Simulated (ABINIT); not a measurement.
Computed results, one entry a study.

```cif
data_gap
_symmetry_space_group_name_H-M 'F-43m'
_symmetry_Int_Tables_number 216
_cell_length_a 5.4505
_cell_length_b 5.4505
_cell_length_c 5.4505
_cell_angle_alpha 90.000
_cell_angle_beta 90.000
_cell_angle_gamma 90.000
_cell_volume 161.92
loop_
_atom_site_label
_atom_site_type_symbol
_atom_site_symmetry_multiplicity
_atom_site_Wyckoff_symbol
_atom_site_fract_x
_atom_site_fract_y
_atom_site_fract_z
_atom_site_occupancy
Ga1 Ga 4 a 0.00000 0.00000 0.00000 1
P1 P 4 d 0.25000 0.25000 0.75000 1
_calc_subject 'GaP (F-43m): G0W0 with ABINIT, start to end'
_calc_method 'RPA screening on PBE, plane waves, norm-conserving pseudopotentials (and 2 further levels or steps)'
_calc_program 'ABINIT 10.8.3'
_calc_settings 'cutoff 45 Ha, PseudoDojo scalar-relativistic 0.4 stringent, norm-conserving, potential set dojo-sr-pbe-0.4-stringent, ngkpt (6, 6, 6), nband 122, ecuteps 6.6 Ha, inclvkb 2, shiftk (0, 0, 0), symchi 1, awtr 1, frequency ppm, 6×6×6 k-mesh'
_calc_cost '5 runs, 8.4 min in all on 4 MPI ranks of Arm Neoverse V1, shared host'
_calc_notes 'The cell and positions come from the Crystallography Open Database and are kept as given unless a step says otherwise. Limits: no spin-orbit coupling.'
_calc_pbe_gap '1.59 eV, indirect'
_calc_g0w0_gap_on_the_mesh '2.27 eV'
_calc_g0w0_gap_over_the_zone_rigid_shift '2.21 eV'
_calc_gw_settings '6×6×6 mesh, 122 bands, screening to 179.6 eV, Godby-Needs plasmon pole'
_calc_known_limits 'short of the basis limit; no spin-orbit coupling'
```

[Long decimals in the printed logs are rounded to 6 places.]

[Logs are printed without paths, hosts, clocks, repeated set-up lines and the standing remarks that a program may print on its own settings, such as how far it seeks lower states.]

[Paths, hosts, dates, memory and timing lines, banners, echoed tables and standing remarks are left out of the program output; an Ansatz launch command may be rebuilt from the run's recorded settings. Measured values are a selection of at most five: reports struck by readers or far from the other reports are left out. None is set beside runs whose start may be inverted or whose files or cutoffs have a known fault.]

[Runs of the session that timed out or met a known fault of the program may be left out.]

[Hosts, paths, dates, database ids (printed as entryN), source tags and the programs' standing remarks are cut or masked in the printed files.]

[G0W0 gaps are taken among the corrected bands and points alone; a level outside them can change the order at an edge.]

[Where Ansatz stands beside ABINIT at settings called matched, ABINIT's density can come from a denser mesh and the files from another edition; pairs whose starting gaps differed by over 0.03 eV were left out, so agreement reads better than it is.]
